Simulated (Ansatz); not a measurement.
**LiCaF3 (Pm-3m): phonons and vibrational spectra**

Task: relax LiCaF3 (Pm-3m), then find its harmonic phonons.

Program: Ansatz 0.2.0. Level of theory: DFT PBE+D3(BJ), scalar-relativistic, plane waves, PAW. Results are calculated unless marked as measured.

### 1. Starting point

The structure is cubic, space group Pm-3m (No. 221). The conventional cell has a = 3.761 Å, b = 3.761 Å, c = 3.761 Å, α = 90.00°, β = 90.00°, γ = 90.00°. Li has 6 F at 1.88 Å nearest. Ca has 12 F at 2.66 Å nearest. Nearest to F lie 2 Li at 1.88 Å and 4 Ca at 2.66 Å. Farther neighbours and most contacts between anions are not listed.

### 2. Bringing the structure to rest

The cell and atoms are relaxed, since residual forces and stress would shift the frequencies.

File input.yaml:

```yaml
crystal:
  lattice:
    - [3.761244, 0.0, 0.0]
    - [0.0, 3.761244, 0.0]
    - [0.0, 0.0, 3.761244]
  atoms:
    - { symbol: Li, position: [0.5, 0.5, 0.5] }
    - { symbol: Ca, position: [0.0, 0.0, 0.0] }
    - { symbol: F, position: [0.0, 0.5, 0.5] }
    - { symbol: F, position: [0.5, 0.5, 0.0] }
    - { symbol: F, position: [0.5, 0.0, 0.5] }
kpoints:
  mp_grid: { grid: [6, 6, 6] }
hamiltonian:
  xc: pbe
  dispersion: d3bj
scf:
  occupations: { method: gaussian, width: 0.02 }
output:
  forces: true
  stress: true
  eigenvalues: true
  write_density: true
  write_potential: true
  elf: true
  volumetric_format: npy
relax:
  adjacent_minimum: "off"
  f_tol: 0.005
  max_steps: 80
  cell: { stress_tol: 0.05 }
```

Command:

```sh
ansatz run input.yaml --threads 4 --pin off --max-ram 7168MiB --backend cpu --events-out ev --progress --plain --runs-dir out
```

Numbers of over 12 decimals in the logs are rounded to 6 here.

The log of the run:

```text
Engine: ansatz 0.2.0, aarch64-unknown-linux-gnu
Pseudopotentials: kind: paw
Pseudopotential: Li, paw, valence charge 3, recommended cutoff 420 eV (normal), Li.paw.azcp
Pseudopotential: Ca, paw, valence charge 10, recommended cutoff 420 eV (normal), Ca.paw.azcp
Pseudopotential: F, paw, valence charge 7, recommended cutoff 420 eV (normal), F.paw.azcp
Functional definition: PBE
  parameter kappa = 0.804
  parameter beta = 0.066725
  exchange = pbe_x(kappa = kappa, mu = beta*pi^2/3)
  correlation = pbe_c(beta = beta)
Crystal: 5 atoms, lattice volume = 53.210 Å³
Basis set: ecut = 420 eV, 1021 PW (Γ), exchange–correlation on 54×54×54 points (8 copies of the dense FFT grid, shifted against one another)
Bands: 22, of which v1, the nominal top of the filled ones, is band 17 counted from 1 (16 counted from 0)
Symmetry: 48 space group operations
Space group: Pm-3m (ITA 221), of the structure as read, at distance tolerance 3.8e-5 Å
k-points: 20 of 216
Non-local potential: Li, projectors of the file, l = 0: 3, l = 1: 2, l = 2: 1
Non-local potential: Ca, projectors of the file, l = 0: 3, l = 1: 2, l = 2: 2
Non-local potential: F, projectors of the file, l = 0: 2, l = 1: 2, l = 2: 1
PAW form: soft (Blöchl's): semilocal exchange-correlation on the pseudo side does not see the compensation charge
PAW one-centre angular grid: Li, 110 points (default); XC on 64 Gauss nodes
PAW one-centre angular grid: Ca, 110 points (default); XC on 64 Gauss nodes
PAW one-centre angular grid: F, 110 points (default); XC on 64 Gauss nodes
Initial density: superposition of atomic densities (neutral atoms: chi_scale 0, normalization atom), corrected by the library's trained network
Initial wavefunctions: pseudopotential atomic-orbital guess
Functional: x = pbe(κ = 0.804, μ = 0.219515), c = pbe(β = 0.066725)
SCF iter   1: F=—  HF=-4455.937853 eV  |F-HF|=—  |Δ(HF+E_count)|=         —  Δρ=1.75e-3  dr2=9.11e-4  ethr=1.77e-3  ⟨swp⟩=7.5  Hψ=2548  notcnv=0
preconditioner: auto → Resta (q_TF=auto, 2.532 Å⁻¹)  ε∞=3.8  [insulator: Δε(μ)=6.463 eV  Ē_g=16.614 eV  σ=0.020 eV  W_gap=1.00  n_scr=18 (ndim 8)  ℏωp=27.9 eV  f_vac=0.005  D(μ)=0.00/eV (n_scr^D=0)  ε∞_Penn≈3.8]
SCF iter   2: F=—  HF=-4455.937944 eV  |F-HF|=—  |Δ(HF+E_count)|=   9.09e-5  Δρ=9.02e-4  dr2=4.92e-4  ethr=2.68e-6  ⟨swp⟩=2.2  Hψ=799  notcnv=0  defer=5
SCF iter   3: F=—  HF=-4455.938047 eV  |F-HF|=—  |Δ(HF+E_count)|=   1.02e-4  Δρ=6.52e-4  dr2=1.45e-4  ethr=1.45e-6  ⟨swp⟩=2.0  Hψ=780  notcnv=0  defer=12
SCF iter   4: F=—  HF=-4455.938013 eV  |F-HF|=—  |Δ(HF+E_count)|=   3.34e-5  Δρ=2.27e-4  dr2=2.12e-5  ethr=4.27e-7  ⟨swp⟩=2.0  Hψ=720  notcnv=0  defer=10
SCF iter   5: F=—  HF=-4455.938799 eV  |F-HF|=—  |Δ(HF+E_count)|=   7.86e-4  Δρ=5.95e-5  dr2=2.25e-6  ethr=6.23e-8  ⟨swp⟩=2.0  Hψ=760  notcnv=0  defer=10
SCF iter   6: F=—  HF=-4455.938799 eV  |F-HF|=—  |Δ(HF+E_count)|=   6.52e-7  Δρ=1.79e-5  dr2=1.39e-7  ethr=6.62e-9  ⟨swp⟩=2.0  Hψ=679  notcnv=0  defer=10
SCF iter   7: F=-4455.938799 eV  HF=-4455.938799 eV  |F-HF|=1.52e-9  |Δ(HF+E_count)|=   3.64e-8  Δρ=2.73e-6  dr2=2.34e-9  ethr=2.94e-10  ⟨swp⟩=10.2  Hψ=2667  notcnv=0
SCF 1 converged in 7 iterations: F = -4455.938799 eV  dr2 = 2.34e-9
  greatest PAW one-centre occupation: 1.000 electrons in one spin orbital (limit 2), on the Li atom at site 0 (counted from 0), in its partial waves of l = 0
relax step   1: F+E_penalty+E_count = -4455.93879935 eV  Δ(F+E_penalty+E_count) = +0.000e0 eV  max|allowed force component| = 2.464e-29 eV/Å  Δτ_max = 0.0000 Å  P = -2.595 GPa  Ω = 53.210 Å³  (7 SCF iters, dr2 threshold 1.00e-7 eV, accepted)
Crystal: 5 atoms, lattice volume = 52.246 Å³
Initial density: handed on by an earlier stage of this run
Initial wavefunctions: those handed on with the density
iter 1 solved again at ethr=3.03e-6 eV; its pass at ethr=3.10e-3 eV (dr2=1.03e-3 eV) is discarded
SCF iter   1: F=—  HF=-4455.953516 eV  |F-HF|=—  |Δ(HF+E_count)|=         —  Δρ=1.15e-3  dr2=9.89e-4  ethr=3.03e-6  ⟨swp⟩=1.0  Hψ=2261  notcnv=0
preconditioner: auto → Resta (q_TF=auto, 2.540 Å⁻¹)  ε∞=3.8  [insulator: Δε(μ)=6.475 eV  Ē_g=16.705 eV  σ=0.020 eV  W_gap=1.00  n_scr=18 (ndim 8)  ℏωp=28.1 eV  f_vac=0.002  D(μ)=0.00/eV (n_scr^D=0)  ε∞_Penn≈3.8]
SCF iter   2: F=—  HF=-4455.953169 eV  |F-HF|=—  |Δ(HF+E_count)|=   3.47e-4  Δρ=7.15e-4  dr2=2.95e-4  ethr=2.91e-6  ⟨swp⟩=2.9  Hψ=768  notcnv=0
SCF iter   3: F=—  HF=-4455.953846 eV  |F-HF|=—  |Δ(HF+E_count)|=   6.76e-4  Δρ=3.16e-4  dr2=4.28e-5  ethr=8.69e-7  ⟨swp⟩=2.0  Hψ=848  notcnv=0
SCF iter   4: F=—  HF=-4455.953836 eV  |F-HF|=—  |Δ(HF+E_count)|=   9.39e-6  Δρ=9.32e-5  dr2=3.02e-6  ethr=1.26e-7  ⟨swp⟩=2.0  Hψ=633  notcnv=0
SCF iter   5: F=-4455.953837 eV  HF=-4455.953837 eV  |F-HF|=6.18e-8  |Δ(HF+E_count)|=   4.34e-7  Δρ=1.71e-5  dr2=8.90e-8  ethr=1.47e-9  ⟨swp⟩=8.6  Hψ=2931  notcnv=0
SCF 2 converged in 5 iterations: F = -4455.953837 eV  dr2 = 8.90e-8
relax step   2: F+E_penalty+E_count = -4455.95383682 eV  Δ(F+E_penalty+E_count) = -1.504e-2 eV  max|allowed force component| = 1.141e-29 eV/Å  Δτ_max = 0.0000 Å  P = -1.063 GPa  Ω = 52.246 Å³  energy of the carried Pulay correction = +3.968e-3 eV  (5 SCF iters, dr2 threshold 5.00e-7 eV, accepted)
Crystal: 5 atoms, lattice volume = 51.597 Å³
iter 1 solved again at ethr=1.41e-6 eV; its pass at ethr=3.10e-3 eV (dr2=4.81e-4 eV) is discarded
SCF iter   1: F=—  HF=-4455.958060 eV  |F-HF|=—  |Δ(HF+E_count)|=         —  Δρ=7.78e-4  dr2=4.51e-4  ethr=1.41e-6  ⟨swp⟩=2.0  Hψ=2241  notcnv=0
preconditioner: auto → Resta (q_TF=auto, 2.545 Å⁻¹)  ε∞=3.8  [insulator: Δε(μ)=6.522 eV  Ē_g=16.790 eV  σ=0.020 eV  W_gap=1.00  n_scr=18 (ndim 8)  ℏωp=28.3 eV  f_vac=0.001  D(μ)=0.00/eV (n_scr^D=0)  ε∞_Penn≈3.8]
SCF iter   2: F=—  HF=-4455.958698 eV  |F-HF|=—  |Δ(HF+E_count)|=   6.37e-4  Δρ=4.90e-4  dr2=1.38e-4  ethr=1.33e-6  ⟨swp⟩=2.7  Hψ=791  notcnv=0
SCF iter   3: F=—  HF=-4455.958647 eV  |F-HF|=—  |Δ(HF+E_count)|=   5.10e-5  Δρ=2.39e-4  dr2=2.27e-5  ethr=4.07e-7  ⟨swp⟩=2.2  Hψ=745  notcnv=0
SCF iter   4: F=—  HF=-4455.958641 eV  |F-HF|=—  |Δ(HF+E_count)|=   5.25e-6  Δρ=6.30e-5  dr2=1.30e-6  ethr=6.66e-8  ⟨swp⟩=2.0  Hψ=634  notcnv=0
SCF iter   5: F=-4455.958642 eV  HF=-4455.958642 eV  |F-HF|=2.48e-8  |Δ(HF+E_count)|=   2.85e-7  Δρ=1.20e-5  dr2=4.71e-8  ethr=1.47e-9  ⟨swp⟩=8.4  Hψ=2847  notcnv=0
SCF 3 converged in 5 iterations: F = -4455.958642 eV  dr2 = 4.71e-8
relax step   3: F+E_penalty+E_count = -4455.95864175 eV  Δ(F+E_penalty+E_count) = -4.805e-3 eV  max|allowed force component| = 3.355e-29 eV/Å  Δτ_max = 0.0000 Å  P = +0.038 GPa  Ω = 51.597 Å³  energy of the carried Pulay correction = +6.679e-3 eV  (5 SCF iters, dr2 threshold 5.00e-7 eV, accepted)
[...]
relax step   4: F+E_penalty+E_count = -4455.95255554 eV  Δ(F+E_penalty+E_count) = +6.086e-3 eV  max|allowed force component| = 3.208e-29 eV/Å  Δτ_max = 0.0000 Å  P = -0.196 GPa  Ω = 51.597 Å³  stress off target by 1.96e-1 GPa  SCF on the basis re-selected at this cell (its energy is not comparable with the rows above)  (6 SCF iters)
[...]
relax step   5: F+E_penalty+E_count = -4455.95312373 eV  Δ(F+E_penalty+E_count) = -5.682e-4 eV  max|allowed force component| = 4.128e-30 eV/Å  Δτ_max = 0.0000 Å  P = +0.000 GPa  Ω = 51.483 Å³  energy of the carried Pulay correction = +4.985e-4 eV  (4 SCF iters, dr2 threshold 9.60e-8 eV, accepted)
iter 1 solved again at ethr=5.36e-7 eV; its pass at ethr=3.10e-3 eV (dr2=1.82e-4 eV) is discarded
SCF iter   1: F=—  HF=-4455.954159 eV  |F-HF|=—  |Δ(HF+E_count)|=         —  Δρ=2.45e-5  dr2=8.45e-8  ethr=5.36e-7  ⟨swp⟩=2.5  Hψ=3403  notcnv=0
eigensolver tolerance schedule: the retry pair's looser diagonalisation over-reported the residual by 2155.14 of it (diagonalisation noise at 0.59 of the residual, at the tolerance the schedule requests for it); recorded, not acted on — ethr = c·dr2/N_el stays at c = 1.0e-1
preconditioner: auto → Resta (q_TF=auto, 2.546 Å⁻¹)  ε∞=3.8  [insulator: Δε(μ)=6.562 eV  Ē_g=16.830 eV  σ=0.020 eV  W_gap=1.00  n_scr=18 (ndim 8)  ℏωp=28.3 eV  f_vac=0.002  D(μ)=0.00/eV (n_scr^D=0)  ε∞_Penn≈3.8]
SCF iter   2: F=—  HF=-4455.952932 eV  |F-HF|=—  |Δ(HF+E_count)|=   1.23e-3  Δρ=1.33e-5  dr2=4.19e-8  ethr=2.49e-10  ⟨swp⟩=3.2  Hψ=1050  notcnv=0
SCF iter   3: F=—  HF=-4455.952932 eV  |F-HF|=—  |Δ(HF+E_count)|=   9.69e-9  Δρ=7.54e-6  dr2=1.12e-8  ethr=1.23e-10  ⟨swp⟩=2.7  Hψ=779  notcnv=0
SCF iter   4: F=—  HF=-4455.952932 eV  |F-HF|=—  |Δ(HF+E_count)|=   1.23e-8  Δρ=1.92e-6  dr2=1.28e-9  ethr=3.28e-11  ⟨swp⟩=2.0  Hψ=721  notcnv=0
SCF iter   5: F=—  HF=-4455.952932 eV  |F-HF|=—  |Δ(HF+E_count)|=  2.68e-10  Δρ=1.08e-6  dr2=2.15e-10  ethr=3.76e-12  ⟨swp⟩=2.0  Hψ=740  notcnv=0
SCF iter   6: F=-4455.952932 eV  HF=-4455.952932 eV  |F-HF|=8.28e-11  |Δ(HF+E_count)|=  2.58e-10  Δρ=4.78e-7  dr2=2.97e-11  ethr=1.00e-12  ⟨swp⟩=5.0  Hψ=1707  notcnv=0
SCF 6 converged in 6 iterations: F = -4455.952932 eV  dr2 = 2.97e-11
relax step   6: F+E_penalty+E_count = -4455.95293178 eV  Δ(F+E_penalty+E_count) = +1.919e-4 eV  max|allowed force component| = 7.941e-30 eV/Å  Δτ_max = 0.0000 Å  P = -0.009 GPa  Ω = 51.483 Å³  stress off target by 9.31e-3 GPa  SCF on the basis re-selected at this cell (its energy is not comparable with the rows above)  (6 SCF iters)
basis re-selected at this cell: Δ(F+E_penalty+E_count) = +1.919e-4 eV, ΔP = -0.009 GPa vs the last step (what re-selecting the basis moved, of the pressure what is left beyond the Pulay correction that the steps carried, after the strain that the cell walked since its last selection, with what the two solves' SCF thresholds leave and, on support functions, any second-order correction that the steps lacked; it is no m [...]
SCF converged after 6 iterations
Free energy (F): -4455.952932 eV
Harris-Foulkes:  -4455.952932 eV  (|F-HF|=8.28e-11)
Internal energy: -4455.952932 eV  (E = F + TS)
E sigma→0 (E₀):  -4455.952932 eV
Fermi energy:    7.612218 eV
--- Per-component energies (eV) ---
  E_band       = -263.898286
  E_kinetic    = 924.377548
  E_local      = -2194.462095  (includes V_loc(G=0)·N_el)
  E_nonlocal   = 250.497879
  E_hartree    = 763.949668
  E_xc         = -390.867613
  E_vxc        = -496.450839  (∫ρ·V_xc dr)
  E_paw        = -1481.307944  (= ΣΔE_a)
  E_vpaw       = -275.766398  (= ΣTr[D̂ρ^β])
  E_aug_tail   = 0.006217  (compensation charges beyond the density's cutoff)
  E_ewald      = -2327.249568
  E_disp       = -0.897023  (pairwise vdW)
  E_smearing   = -0.000000  (= −TS)
  E_closure    = -0.000000  (closes the sum)
  Σ components = -4455.952932   (vs F -4455.952932, Δ=0.00e0)
--- Forces (eV/Å), atoms counted from 1 ---
  atom   1  Li    -0.00000000    -0.00000000    -0.00000000
  atom   2  Ca    -0.00000000     0.00000000    -0.00000000
  atom   3  F     -0.00000000    -0.00000000     0.00000000
  atom   4  F     -0.00000000     0.00000000     0.00000000
  atom   5  F      0.00000000    -0.00000000     0.00000000
  max |Σ_I F_I| component: 7.63e-30 eV/Å
--- Stress (GPa, compression-positive) ---
       -0.009309      -0.000000       0.000000
       -0.000000      -0.009309       0.000000
        0.000000       0.000000      -0.009309
  P = ⅓ Tr σ = -0.0093 GPa (-0.093 kbar)
--- Band table (eV; the first three rows and the last of 20) ---
  k-point 0: bands = [... 13 lower, 3.4739, 4.2149, 4.2149, 4.2149, 10.8933, 10.8933, 11.4619, 12.5396, ... 1 higher]
  k-point 1: bands = [... 13 lower, 3.3841, 3.9599, 4.1351, 4.1351, 11.1783, 11.1880, 12.0254, 12.5766, ... 1 higher]
  k-point 2: bands = [... 13 lower, 3.1977, 3.4369, 3.9744, 3.9744, 11.7354, 11.8079, 12.6525, 13.1343, ... 1 higher]
  k-point 19: bands = [... 13 lower, 4.2036, 4.3312, 4.3312, 4.3312, 11.9409, 11.9409, 11.9409, 13.3693, ... 1 higher]
--- Relaxed structure (4 steps of the walk, 4 accepted, 2 SCFs on fresh bases) ---
  F+E_penalty+E_count = -4455.95293178 eV   max|allowed force component| = 7.941e-30 eV/Å   (the final SCF, on the basis selected at the relaxed cell)
  cell:  # Å, volume = 51.4827 Å³
    - [3.720094, 0, 0]
    - [0, 3.720094, 0]
    - [0, 0, 3.720094]
  atoms:
    - { symbol: Li, position: [0.5, 0.5, 0.5] }
    - { symbol: Ca, position: [0, 0, 0] }
    - { symbol: F, position: [0, 0.5, 0.5] }
    - { symbol: F, position: [0.5, 0.5, 0] }
    - { symbol: F, position: [0.5, 0, 0.5] }
```

Elapsed: 8.2 s, on 4 threads of Arm Neoverse N1, shared host; peak memory 0.33 GiB.

Relaxation path:

```tsv
step	energy less that of the first step (eV)	largest force component (eV/Å)	pressure (GPa)	volume (Å³)
1	0.0000	0.0000	-2.59	53.21
2	-0.0150	0.0000	-1.06	52.25
3	-0.0198	0.0000	0.04	51.60
4*	-0.0138	0.0000	-0.20	51.60
5	-0.0143	0.0000	0.00	51.48
6*	-0.0141	0.0000	-0.01	51.48
```

Relaxation steps marked * repeat the geometry before them on a plane-wave basis chosen anew for their cell, so energy and pressure can jump there.

The run keeps the 48 symmetry operations that it works with, so distortions that break them were not tested.

```tsv
conventional cell, symmetrised	before	after	change
a (Å)	3.761	3.720	-1.1 %
b (Å)	3.761	3.720	-1.1 %
c (Å)	3.761	3.720	-1.1 %
volume (Å³/atom)	10.64	10.30	-3.2 %
```

This step gave:

| Property | Result |
| --- | --- |
| pressure | -0.009309 GPa |
| gap on the k-mesh | 6.562 eV |
| volume per atom | 10.30 Å³ |
| direct gap on mesh | 6.678 eV |

Valence density in the ac plane at fractional y = 0.500, with atoms of Li and F within 0.2 Å of it. It is the smooth field of the valence electrons, not physical close to the nuclei.

Values in e/Å³, 14 rows by 14 columns, each cell a mean:
```
 0  0  0  0  1  3  7  9  6  2  1  0  0  0
 0  0  0  0  0  1  3  4  2  1  0  0  0  0
 0  0  0  0  0  0  1  1  1  0  0  0  0  0
 1  1  0  0  0  0  0  0  0  0  0  0  0  1
 2  2  1  0  0  0  0  1  0  0  0  0  1  2
 8  5  2  0  0  1  3  4  2  0  0  1  2  6
12  8  3  1  0  1  5  8  4  1  0  1  4  9
10  6  2  1  0  1  4  5  3  0  0  1  3  7
 4  2  1  0  0  0  1  1  1  0  0  0  1  3
 1  1  0  0  0  0  0  0  0  0  0  0  0  1
 0  0  0  0  0  0  1  1  0  0  0  0  0  0
 0  0  0  0  0  1  2  3  2  1  0  0  0  0
 0  0  0  0  1  2  6  8  5  2  1  0  0  0
 0  0  0  0  1  4 10 12  8  2  1  0  0  0
```
Columns run along a (3.7 Å), rows up along c (3.7 Å). Atoms in or near the plane, at fractional coordinates: Li at (0.50, 0.50), F at (0.00, 0.50), F at (0.50, 0.00).

Electrostatic potential energy in the ac plane at fractional y = 0.500, with atoms of Li and F within 0.2 Å of it. With pseudopotentials it is smooth inside the atoms' cores, unlike the true potential.

Values in eV, 14 rows by 14 columns, each cell a mean:
```
  9   9  10  10   7 -16 -32 -35 -29  -9   9  10  10  10
 10  10  10  11  10   0 -18 -22 -13   4  10  11  10  10
 10  10  11  11  11   9   5   3   6  10  11  11  11  10
  8   9  11  11  10   8   6   6   7   9  10  11  10   9
-14  -6   7  10   8   4  -3  -6  -2   5   9  10   4  -9
-34 -27  -8   9   6  -5 -16 -20 -13  -2   7   6 -13 -29
-37 -34 -16   7   4 -10 -23 -28 -20  -6   6   3 -22 -35
-36 -31 -12   8   5  -7 -19 -23 -16  -3   6   5 -18 -32
-22 -14   4  10   8   1  -7 -10  -5   4   8   9   0 -16
  4   8  10  10  10   8   5   4   6   8  10  11  10   7
 10  11  11  11  10  10   8   7   9  10  11  11  11  10
 10  10  10  11  10   4 -12 -16  -8   7  11  11  10  10
  9  10  10  11   8 -14 -31 -34 -27  -6   9  10  10   9
  8   9  10  10   4 -22 -36 -37 -34 -14   8  10  10   9
```
Columns run along a (3.7 Å; values clipped at the 3rd and 97th percentile), rows up along c (3.7 Å). Atoms in or near the plane, at fractional coordinates: Li at (0.50, 0.50), F at (0.00, 0.50), F at (0.50, 0.00).

ELF in the ac plane at fractional y = 0.500, with atoms of Li and F within 0.2 Å of it. It is the smooth field of the valence electrons, not physical close to the nuclei.

Values, 14 rows by 14 columns, each cell a mean:
```
0.02 0.03 0.08 0.39 0.69 0.79 0.72 0.66 0.75 0.79 0.64 0.26 0.06 0.02
0.08 0.05 0.05 0.20 0.53 0.76 0.81 0.81 0.80 0.72 0.45 0.12 0.04 0.06
0.33 0.23 0.09 0.07 0.23 0.54 0.71 0.73 0.68 0.46 0.18 0.05 0.12 0.26
0.69 0.62 0.39 0.11 0.05 0.12 0.19 0.21 0.17 0.09 0.05 0.18 0.45 0.64
0.80 0.78 0.68 0.33 0.07 0.03 0.11 0.17 0.08 0.02 0.09 0.46 0.72 0.79
0.70 0.77 0.79 0.54 0.11 0.16 0.68 0.83 0.54 0.08 0.17 0.68 0.80 0.75
0.51 0.70 0.81 0.60 0.13 0.32 0.95 0.99 0.83 0.17 0.21 0.73 0.81 0.66
0.63 0.75 0.80 0.57 0.12 0.22 0.82 0.95 0.68 0.11 0.19 0.71 0.81 0.72
0.79 0.80 0.73 0.40 0.08 0.04 0.22 0.32 0.16 0.03 0.12 0.54 0.76 0.79
0.73 0.67 0.46 0.15 0.05 0.08 0.12 0.13 0.11 0.07 0.05 0.23 0.53 0.69
0.46 0.35 0.16 0.05 0.15 0.40 0.57 0.60 0.54 0.33 0.11 0.07 0.20 0.39
0.11 0.07 0.05 0.16 0.46 0.73 0.80 0.81 0.79 0.68 0.39 0.09 0.05 0.08
0.03 0.03 0.07 0.35 0.67 0.80 0.75 0.70 0.77 0.78 0.62 0.23 0.05 0.03
0.01 0.03 0.11 0.46 0.73 0.79 0.63 0.51 0.70 0.80 0.69 0.33 0.08 0.02
```
Columns run along a (3.7 Å), rows up along c (3.7 Å). Atoms in or near the plane, at fractional coordinates: Li at (0.50, 0.50), F at (0.00, 0.50), F at (0.50, 0.00).

In this step the volume went from 10.64 to 10.30 Å³/atom.

### 3. Tight relaxation

Phonons need a cell at rest on their own settings, so the relaxation is repeated with tight tolerances on forces and stress, using the mesh and the filling of the phonon run that follows.

File input.yaml:

```yaml
crystal:
  lattice:
    - [3.7200936668, 0.0, 0.0]
    - [0.0, 3.7200936668, 0.0]
    - [0.0, 0.0, 3.7200936668]
  atoms:
    - { symbol: Li, position: [0.5, 0.5, 0.5] }
    - { symbol: Ca, position: [0.0, 0.0, 0.0] }
    - { symbol: F, position: [0.0, 0.5, 0.5] }
    - { symbol: F, position: [0.5, 0.5, 0.0] }
    - { symbol: F, position: [0.5, 0.0, 0.5] }
kpoints:
  mp_grid: { grid: [8, 8, 8] }
hamiltonian:
  xc: pbe
  dispersion: d3bj
scf:
  occupations: { method: fixed }
output:
  forces: true
  stress: true
  eigenvalues: true
relax:
  adjacent_minimum: "off"
  f_tol: 0.001
  max_steps: 60
  cell: { stress_tol: 0.01 }
```

The log of the run:

```text
[...]
Crystal: 5 atoms, lattice volume = 51.483 Å³
Basis set: ecut = 420 eV, 1021 PW (Γ), exchange–correlation on 50×50×50 points (8 copies of the dense FFT grid, shifted against one another)
Bands: 22, of which v1, the nominal top of the filled ones, is band 17 counted from 1 (16 counted from 0)
Symmetry: 48 space group operations
[...]
k-points: 35 of 512
[...]
--- Relaxed structure (2 steps of the walk, 2 accepted, 1 SCFs on fresh bases) ---
[...]
cell:  # Å, volume = 51.4790 Å³
    - [3.720004, 0, 0]
    - [0, 3.720004, 0.0]
    - [0, 0.0, 3.720004]
  atoms:
    - { symbol: Li, position: [0.5, 0.5, 0.5] }
    - { symbol: Ca, position: [0, 0, 0] }
    - { symbol: F, position: [0, 0.5, 0.5] }
    - { symbol: F, position: [0.5, 0.5, 0] }
    - { symbol: F, position: [0.5, 0, 0.5] }
[key lines of the parts left out:]
SCF converged after 10 iterations
Free energy (F): -4455.952697 eV
Fermi energy:    4.331882 eV
P = ⅓ Tr σ = -0.0050 GPa (-0.050 kbar)
```

Run time: 7.8 s. Hardware: 4 threads; peak memory 0.35 GiB; 17 s of CPU time.

Little changed from the start: no atom moved by 0.005 Å and no cell edge by 0.1 %.

Numbers from this step:

```
pressure           : -0.004981 GPa
direct gap on mesh : 6.679 eV
```

The forces vanish by symmetry and the pressure is -0.005 GPa, within the tolerances set. The cell now holds 10.30 Å³/atom.

(Part 1 of 2 ends here.)

[Logs are printed without paths, hosts, clocks, repeated set-up lines and the standing remarks that a program may print on its own settings, such as how far it seeks lower states.]

[Hosts, paths, dates, database ids (printed as entryN), source tags and the programs' standing remarks are cut or masked in the printed files.]
